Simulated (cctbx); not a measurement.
**Resonant diffraction in Pr4Cd3S6O3**

Space group R3 (no. 146), a = 6.6150 Å, b = 6.6150 Å, c = 27.1450 Å, α = 90.00°, β = 90.00°, γ = 120.00°.

```
atom  mult.       x       y       z  Ueq (Å²)
 Pr1      3       0       0  0.2984    0.0113
 Pr2      3     2/3     1/3  0.0701    0.0098
 Pr3      3     2/3     1/3  0.1993    0.0128
 Pr4      3     1/3     2/3  0.0907    0.0079
 Cd1      3     1/3     2/3  0.2430    0.0112
 Cd2      3       0       0  0.1625    0.0215
 Cd3      3       0       0  0.0008    0.0185
  S1      9  0.3960  0.9966  0.0175    0.0195
  S2      9  0.7314  0.1168  0.2545    0.0234
  O1      9  0.4399  0.9761  0.1429    0.0185
```

The model is made up (kin elements in a known structure type, no relaxation), so it says nothing on whether the phase exists.

Calculated with cctbx: free-atom f′ and f″ from the Sasaki tables, no fine structure; amplitudes in electrons.

How do |F(hkl)| and |F(−h−k−l)| change across the Pr L3 edge?

```text
E (eV)    f'(Pr)   f''           |F|2 0 2        |F|0 2 1        |F|2 1 1       |F|2 -1 3
   5364   -8.10   4.19       64.5/  59.2     29.4/  25.4     77.0/  89.3     88.3/  61.6
   5714  -10.14   3.79       79.3/  73.9     33.4/  30.3     74.6/  85.6     89.6/  66.9
   5844  -11.82   3.65       91.6/  86.1     36.6/  33.9     72.7/  83.3     91.2/  70.3
   5904  -13.37   3.59      102.9/  97.4     39.6/  37.1     71.1/  81.5     93.1/  73.3
   5934  -14.91   3.56      114.3/ 108.7     42.6/  40.3     69.5/  79.9     95.1/  76.3
   5949  -16.43   3.55      125.5/ 119.9     45.5/  43.4     68.1/  78.4     97.1/  79.1
   5956  -17.77   3.54      135.5/ 129.8     48.1/  46.1     67.0/  77.1     99.0/  81.7
   5960  -19.17   3.54      145.9/ 140.1     50.8/  49.0     65.9/  75.9    101.1/  84.4
   5968  -19.95  10.70      152.4/ 145.5     50.6/  52.0     78.9/  62.3     90.6/  95.8
   5972  -18.14  10.68      138.9/ 132.1     46.9/  48.4     80.0/  64.1     87.5/  92.7
   5979  -16.59  10.66      127.6/ 120.7     43.8/  45.4     81.1/  65.8     85.0/  90.0
   5994  -14.94  10.60      115.5/ 108.6     40.4/  42.2     82.3/  67.7     82.4/  87.3
   6024  -13.38  10.48      104.0/  97.1     37.3/  39.2     83.5/  69.6     80.1/  84.8
   6114  -11.37  10.15       89.4/  82.7     33.3/  35.3     84.9/  72.3     77.4/  81.6
   6364  -10.78   9.40       85.0/  78.6     32.4/  34.3     84.6/  73.3     77.1/  80.6
```

The edge is at 5964 eV. f′ of Pr falls from -11.8 e at 5844 eV to -19.2 e at 4 eV below it, and f″ steps from 3.54 to 10.68 e across it. Over that approach |F| changes by +59 % (2 0 2), +39 % (0 2 1), -9 % (2 1 1) and +11 % (2 -1 3): a reflection falls where Pr scatters in phase with the total and rises where it scatters against it; it hardly moves where the Pr term is small or cancels by symmetry or lies in quadrature to the total. The f″ term interferes with the normal scattering with opposite sign for the two Friedel mates. The largest Friedel difference in the scan is 35.6 % of the mean (2 -1 3, at 5364 eV).

[Logs are printed without paths, hosts, clocks, repeated set-up lines and the standing remarks that a program may print on its own settings, such as how far it seeks lower states.]
